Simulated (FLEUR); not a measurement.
# LaCoPO: parallel and opposed starts

Aim: find out whether LaCoPO carries moments, and which collinear order costs least.

Program: FLEUR MaX-R8.1. Level of theory: PBE; all-electron FLAPW, Dirac cores, scalar-relativistic bands. Results are calculated unless marked as measured.

The experiments to compare with:

“Common effect of chemical and external pressures on the magnetic properties of RECoPO (RE = La, Pr)” (2012, arxiv:1212.5087) reports for LaCoPO, 1111-type tetragonal, by SQUID dc magnetization (powder; value independent of pressure up to 10 kbar, 5 K): moment (ordered moment per Co) 0.3 ± 0.02 μB [estimated from powder magnetization curves in applied field; weakly itinerant …].

### Step 1. The starting structure

Symmetry: P4/nmm, No. 129, tetragonal system. The conventional cell has a = 3.991 Å, b = 3.991 Å, c = 8.265 Å, α = 90.00°, β = 90.00°, γ = 90.00°. Nearest to La lie 4 O at 2.36 Å. Nearest to Co lie 4 P at 2.22 Å. Nearest to P lie 4 Co at 2.22 Å. O has 4 La at 2.36 Å nearest. Farther neighbours and most contacts between anions are not listed.

Structure file:

```cif
data_structure
_symmetry_space_group_name_H-M 'P 1'
_symmetry_Int_Tables_number 1
_cell_length_a 3.9913
_cell_length_b 3.9913
_cell_length_c 8.2649
_cell_angle_alpha 90.000
_cell_angle_beta 90.000
_cell_angle_gamma 90.000
_cell_volume 131.66
loop_
_atom_site_label
_atom_site_type_symbol
_atom_site_fract_x
_atom_site_fract_y
_atom_site_fract_z
_atom_site_occupancy
La1 La 0.00000 0.50000 0.84687 1
La2 La 0.50000 0.00000 0.15313 1
Co3 Co 0.50000 0.50000 0.50000 1
Co4 Co 0.00000 0.00000 0.50000 1
P5 P 0.50000 0.00000 0.61837 1
P6 P 0.00000 0.50000 0.38163 1
O7 O 0.00000 0.00000 0.00000 1
O8 O 0.50000 0.50000 0.00000 1
```

The cell comes from a database of computed structures and need not be the stable phase.

### Step 2. Start 1: ferro ++

The parallel start is the test of whether parallel moments hold.

inpgen writes inp.xml from crystal.txt; cutoffs, mixing, functional, smearing and local orbitals are then set in the file. The k list default-1 (kpts.xml, not shown) is a Γ-centred 8×8×4 mesh; where the ranks do not divide the number of points, some are split in two of half the weight.

Contents of inp.xml:

```
<?xml version="1.0" encoding="UTF-8" standalone="no"?>
<fleurInput fleurInputVersion="0.39">
   <comment>
      LaCoPO
   </comment>
   <calculationSetup>
      <cutoffs Kmax="4.4" Gmax="13.2" GmaxXC="13.2" numbands="0"/>
      <scfLoop itmax="90" minDistance="0.00002" maxIterBroyd="15" imix="Anderson" alpha="0.05" precondParam="0.0" spinf="2.0" sdNocoIR="T"/>
      <coreElectrons ctail="T" frcor="F" kcrel="0" coretail_lmax="0"/>
      <xcFunctional name="pbe" relativisticCorrections="F"/>
      <magnetism jspins="2"/>
      <soc l_soc="F" theta="0.0" phi="0.0" spav="F"/>
      <expertModes spex="0" secvar="F"/>
      <geometryOptimization l_f="F" forcealpha="1.0" forcemix="BFGS" epsdisp="0.00001" epsforce="0.00001"/>
      <ldaU l_linMix="F" mixParam="0.05" spinf="1.0"/>
   </calculationSetup>
   <cell>
      <bzIntegration valenceElectrons="78.0" mode="hist" fermiSmearingEnergy="0.00183747">
         <kPointListSelection listName="default-1"/>
         <xi:include xmlns:xi="http://www.w3.org/2001/XInclude" href="kpts.xml"> </xi:include>
      </bzIntegration>
      <xi:include xmlns:xi="http://www.w3.org/2001/XInclude" href="sym.xml"> </xi:include>
      <bulkLattice scale="1.0">
         <bravaisMatrix>
            <row-1>    7.5423807331664969     0.0000000000000000     0.0000000000000000</row-1>
            <row-2>    0.0000000000000000     7.5423807331664969     0.0000000000000000</row-2>
            <row-3>    0.0000000000000000     0.0000000000000000    15.6184465800857808</row-3>
         </bravaisMatrix>
      </bulkLattice>
   </cell>
   <atomSpecies>
      <species name="Lanthanum (La)" element="La" atomicNumber="57">
         <mtSphere radius="2.78" gridPoints="919" logIncrement="0.014"/>
         <atomicCutoffs lmax="10" lnonsphr="8"/>
         <electronConfig flipSpins="F">
            <coreConfig>(1s1/2) (2s1/2) (2p1/2) (2p3/2) (3s1/2) (3p1/2) (3p3/2) (4s1/2) (3d3/2) (3d5/2) (4p1/2) (4p3/2) (4d3/2) (4d5/2)</coreConfig>
            <valenceConfig>(5s1/2) (5p1/2) (5p3/2) (6s1/2) (5d3/2) (5d5/2)</valenceConfig>
            <stateOccupation state="(5d3/2)" spinUp="0.200000" spinDown="0.200000"/>
            <stateOccupation state="(5d5/2)" spinUp="0.300000" spinDown="0.300000"/>
         </electronConfig>
         <energyParameters s="6" p="6" d="5" f="4"/>
         <lo type="SCLO" l="0" n="5" eDeriv="0"/>
         <lo type="SCLO" l="1" n="5" eDeriv="0"/>
      </species>
      <species name="Cobalt (Co2.000" element="Co" atomicNumber="27">
         <mtSphere radius="2.48" gridPoints="819" logIncrement="0.015"/>
         <atomicCutoffs lmax="10" lnonsphr="8"/>
         <electronConfig flipSpins="F">
            <coreConfig>(1s1/2) (2s1/2) (2p1/2) (2p3/2)</coreConfig>
            <valenceConfig>(3s1/2) (3p1/2) (3p3/2) (4s1/2) (3d3/2) (3d5/2)</valenceConfig>
            <stateOccupation state="(3d3/2)" spinUp="1.5" spinDown="1.3"/>
            <stateOccupation state="(3d5/2)" spinUp="3.0" spinDown="1.2"/>
         </electronConfig>
         <energyParameters s="4" p="4" d="3" f="4"/>
         <lo type="SCLO" l="0" n="3" eDeriv="0"/>
         <lo type="SCLO" l="1" n="3" eDeriv="0"/>
      </species>
      <species name="Phosphorous (P)" element="P" atomicNumber="15">
         <mtSphere radius="1.62" gridPoints="537" logIncrement="0.021"/>
         <atomicCutoffs lmax="6" lnonsphr="4"/>
         <electronConfig flipSpins="F">
            <coreConfig>(1s1/2) (2s1/2) (2p1/2) (2p3/2)</coreConfig>
            <valenceConfig>(3s1/2) (3p1/2) (3p3/2)</valenceConfig>
            <stateOccupation state="(3p1/2)" spinUp="0.500000" spinDown="0.500000"/>
            <stateOccupation state="(3p3/2)" spinUp="1.000000" spinDown="1.000000"/>
         </electronConfig>
         <energyParameters s="3" p="3" d="3" f="4"/>
      </species>
      <species name="Oxygen (O)" element="O" atomicNumber="8">
         <mtSphere radius="1.57" gridPoints="519" logIncrement="0.02"/>
         <atomicCutoffs lmax="6" lnonsphr="4"/>
         <electronConfig flipSpins="F">
            <coreConfig>(1s1/2)</coreConfig>
            <valenceConfig>(2s1/2) (2p1/2) (2p3/2)</valenceConfig>
            <stateOccupation state="(2p1/2)" spinUp="0.666667" spinDown="0.666667"/>
            <stateOccupation state="(2p3/2)" spinUp="1.333333" spinDown="1.333333"/>
         </electronConfig>
         <energyParameters s="2" p="2" d="3" f="4"/>
      </species>
   </atomSpecies>
   <atomGroups>
      <atomGroup species="Lanthanum (La)">
         <relPos label="                   1">-1.000/4.000 1.000/4.000 -.1531320000</relPos>
         <relPos label="                   2">1.000/4.000 -1.000/4.000 .1531320000</relPos>
         <force calculate="T" relaxXYZ="TTT"/>
      </atomGroup>
      <atomGroup species="Cobalt (Co2.000">
         <relPos label="                   3">1.000/4.000 1.000/4.000 1.000/2.000</relPos>
         <relPos label="                   4">-1.000/4.000 -1.000/4.000 1.000/2.000</relPos>
         <force calculate="T" relaxXYZ="TTT"/>
      </atomGroup>
      <atomGroup species="Phosphorous (P)">
         <relPos label="                   5">1.000/4.000 -1.000/4.000 -.3816310000</relPos>
         <relPos label="                   6">-1.000/4.000 1.000/4.000 .3816310000</relPos>
         <force calculate="T" relaxXYZ="TTT"/>
      </atomGroup>
      <atomGroup species="Oxygen (O)">
         <relPos label="                   7">-1.000/4.000 -1.000/4.000 .0000000000</relPos>
         <relPos label="                   8">1.000/4.000 1.000/4.000 .0000000000</relPos>
         <force calculate="T" relaxXYZ="TTT"/>
      </atomGroup>
   </atomGroups>
   <output dos="F" band="F" slice="F">
      <bandDOS minEnergy="-.5*Htr" maxEnergy="0.5*Htr" sigma="0.015" storeEVData="T"/>
      <plotting iplot="0" polar="F">
         <plot TwoD="T" vec1="  1.0  0.0  0.0" vec2="  0.0  1.0  0.0" vec3="  0.0  0.0  1.0" zero="  0.0  0.0  0.0" file="plot"/>
      </plotting>
      <moessbauerParams electricFieldGradient="F" isomerShift="F" coreHyperfine="F" valenceHyperfine="F"/>
   </output>
</fleurInput>
```

Contents of crystal.txt:

```
LaCoPO
&input film=F cartesian=F /
3.99125600000  0.00000000000  0.00000000000
0.00000000000  3.99125600000  0.00000000000
0.00000000000  0.00000000000  8.26492600000
1.8897261246
1.0 1.0 1.0

8
57 0.00000000000  0.50000000000  0.84686800000
57 0.50000000000  0.00000000000  0.15313200000
27 0.50000000000  0.50000000000  0.50000000000 : 2.000
27 0.00000000000  0.00000000000  0.50000000000 : 2.000
15 0.50000000000  0.00000000000  0.61836900000
15 0.00000000000  0.50000000000  0.38163100000
8 0.00000000000  0.00000000000  0.00000000000
8 0.50000000000  0.50000000000  0.00000000000

&kpt div1=8 div2=8 div3=4 gamma=T /
```

Run with:

```bash
> OMP_NUM_THREADS=1 inpgen -f crystal.txt > inpgen.log  # inp.xml is then edited as shown
> OMP_NUM_THREADS=1 mpirun -n 8 fleur_MPI > fleur.log
```

Output:

```text
Welcome to FLEUR        (www.flapw.de)
      MaX-Release 8.1          (www.max-centre.eu)

 ========== k-point set info ==========
 Selected k-point list: default-1
 k-point list type: mesh
 0 x 0 x 0
 Number of k points: 48

 ------------Calculation Setup---------------------------
 Number of MPI-tasks      :            8
 Number of PE/node        :            8
 Number of OMP-threads    :            1
 k-points in parallel     :            8
 pe's per k-point         :            1
 No of k-point loops      :            6
 Eigenvalue solver        :       lapack
 Number of basis functions:         1366
 Approximate size of matrices (H+S) per k-point:         0.028 GB
 --------------------------------------------------------
 Iteration:     1   Distance:      20.21306991 me/bohr^3
 Iteration:     2   Distance:      15.69524463 me/bohr^3
 Iteration:     3   Distance:      11.90793888 me/bohr^3
 Iteration:     4   Distance:      10.45525808 me/bohr^3
 Iteration:     5   Distance:       9.91561796 me/bohr^3
 Iteration:     6   Distance:       5.78713305 me/bohr^3
 Iteration:     7   Distance:       3.40905949 me/bohr^3
 Iteration:     8   Distance:       4.47317434 me/bohr^3
 Iteration:     9   Distance:       1.68715997 me/bohr^3
 Iteration:    10   Distance:       1.69752698 me/bohr^3
[... 14 iterations left out ...]
 Iteration:    25   Distance:       0.00064886 me/bohr^3
 Iteration:    26   Distance:       0.00056496 me/bohr^3
 Iteration:    27   Distance:       0.00016995 me/bohr^3
 Iteration:    28   Distance:       0.00019428 me/bohr^3
 Iteration:    29   Distance:       0.00014142 me/bohr^3
 Iteration:    30   Distance:       0.00013872 me/bohr^3
 Iteration:    31   Distance:       0.00010179 me/bohr^3
 Iteration:    32   Distance:       0.00004765 me/bohr^3
 Iteration:    33   Distance:       0.00002907 me/bohr^3
 Iteration:    34   Distance:       0.00000977 me/bohr^3

 ********************************************************************
 Run finished successfully
 Stop message:
   all done
 ********************************************************************

--- out.xml (last complete iteration) ---
<iteration numberForCurrentRun="   34" overallNumber="   34">
         [... left out ...]
         <bandgap value="0.0013428836" units="eV"/>
         <sumValenceSingleParticleEnergies value="-29.5600356631" units="Htr"/>
         <FermiEnergy value="0.3880336590" units="Htr"/>
         <valenceDensity>
            <mtCharges spin="1">
               <mtCharge atomType="1" total="4.3453050" s="1.0221075" p="2.8423974" d="0.3331466" f="0.1288000"/>
               <mtCharge atomType="2" total="8.7248178" s="1.2660008" p="3.3149227" d="4.1098598" f="0.0253909"/>
               <mtCharge atomType="3" total="0.8114554" s="0.3426592" p="0.4434725" d="0.0237883" f="0.0013337"/>
               <mtCharge atomType="4" total="2.5454745" s="0.7835958" p="1.7574934" d="0.0037294" f="0.0005510"/>
            </mtCharges>
            <mtCharges spin="2">
               <mtCharge atomType="1" total="4.3440601" s="1.0223821" p="2.8419589" d="0.3318165" f="0.1290239"/>
               <mtCharge atomType="2" total="8.1141960" s="1.2525490" p="3.3081320" d="3.5202116" f="0.0248314"/>
               <mtCharge atomType="3" total="0.8075146" s="0.3420109" p="0.4384600" d="0.0255682" f="0.0013087"/>
               <mtCharge atomType="4" total="2.5452979" s="0.7836287" p="1.7572844" d="0.0037306" f="0.0005495"/>
            </mtCharges>
            <spinDependentCharge spin="1" total="39.6105447" interstitial="6.7564394" mtSpheres="32.8541053"/>
            <spinDependentCharge spin="2" total="38.3894553" interstitial="6.7673181" mtSpheres="31.6221372"/>
            <totalCharge value="78.0000000000"/>
         </valenceDensity>
         [... left out ...]
         <allElectronCharges>
            <spinDependentCharge spin="1" total="107.6105447" interstitial="6.7652138" mtSpheres="100.8453309"/>
            <spinDependentCharge spin="2" total="106.3894553" interstitial="6.7760902" mtSpheres="99.6133651"/>
            <totalCharge value="213.9999999548"/>
         </allElectronCharges>
         <magneticMomentsInMTSpheres units="muBohr">
            <globalMagMoment atomType="1" vec="0.00000   0.00000   0.00124"/>
            <localMagMoment atomType="1" vec="0.00000   0.00000   0.00124"/>
            <globalMagMoment atomType="2" vec="0.00000   0.00000   0.61062"/>
            <localMagMoment atomType="2" vec="0.00000   0.00000   0.61062"/>
            <globalMagMoment atomType="3" vec="0.00000   0.00000   0.00394"/>
            <localMagMoment atomType="3" vec="0.00000   0.00000   0.00394"/>
            <globalMagMoment atomType="4" vec="0.00000   0.00000   0.00018"/>
            <localMagMoment atomType="4" vec="0.00000   0.00000   0.00018"/>
         </magneticMomentsInMTSpheres>
         <moessbauerParams unitsHFF="kG" unitsIS="e/bohr^3" unitsEFG="Htr/bohr^2">
         </moessbauerParams>
         <totalEnergy value="   -20617.4184013199" units="Htr">
            <sumOfEigenvalues value="   -12521.0389040800">
               <coreElectrons value="-12491.4788684169"/>
               <valenceElectrons value="-29.5600356631"/>
            </sumOfEigenvalues>
            <densityCoulombPotentialIntegral value="-33604.1031486453"/>
            <densityEffectivePotentialIntegral value="-34374.7281287837"/>
            <chargeDenXCDenIntegral value="-591.4916134148"/>
            <FockExchangeEnergyValence value="0.0000000000"/>
            <FockExchangeEnergyCore value="0.0000000000"/>
            <atomTypeDependentContributions atomType="1">
               <electronNucleiInteractionDifferentMTs value="20646.8092253471"/>
               <MadelungTerm value="-65.0115479167"/>
            </atomTypeDependentContributions>
            <atomTypeDependentContributions atomType="2">
               <electronNucleiInteractionDifferentMTs value="3346.7475692245"/>
               <MadelungTerm value="-11.0827538450"/>
            </atomTypeDependentContributions>
            <atomTypeDependentContributions atomType="3">
               <electronNucleiInteractionDifferentMTs value="794.7409029104"/>
               <MadelungTerm value="-29.5856116800"/>
            </atomTypeDependentContributions>
            <atomTypeDependentContributions atomType="4">
               <electronNucleiInteractionDifferentMTs value="176.1223579363"/>
               <MadelungTerm value="-7.4644694261"/>
            </atomTypeDependentContributions>
            <tkbTimesEntropy value="0.0008773755"/>
            <freeEnergy value="-20617.4192786954"/>
            <extrapolationTo0K value="-20617.4188400076"/>
         </totalEnergy>
         <densityConvergence units="me/bohr^3">
            <chargeDensity spin="1" distance="0.0000059522"/>
            <chargeDensity spin="2" distance="0.0000072832"/>
            <overallChargeDensity distance="0.0000090238"/>
            <spinDensity distance="0.0000097734"/>
         </densityConvergence>
      </iteration>
```

It took 4.2 min on 8 MPI ranks of Intel Xeon 6975P-C (Granite Rapids), shared host; peak memory 1.3 GiB; 34 min of CPU time.

Spin moment in the muffin-tin sphere by atom:

| atom | spin moment in the muffin-tin sphere (μB) |
| --- | --- |
| La1 | 0.001 |
| La2 | 0.001 |
| Co3 | 0.611 |
| Co4 | 0.611 |
| P5 | 0.004 |
| P6 | 0.004 |
| O7 | 0.000 |
| O8 | 0.000 |

Numbers from this step:

```yaml
free_energy: -561028.5594 eV
program_s_band_gap_on_this_mesh_in_a_metal_only_a_level_spacing: 0.001343 eV
magnetization: 1.221 μB
final_state: ferromagnetic
```

After 34 cycles the largest moment stands at 0.611 μB.

[end of part 1 of 3]

[Logs and program files are shortened in this print: banners, set-up blocks, solver, clock and traceback lines can be left out without a mark of their own.]

[Logs are printed without paths, hosts, clocks, repeated set-up lines and the standing remarks that a program may print on its own settings, such as how far it seeks lower states.]

[Hosts, paths, dates, database ids (printed as entryN), source tags and the programs' standing remarks are cut or masked in the printed files.]

[Where a cell is said to come from a database of computed structures, the database is the Materials Project.]
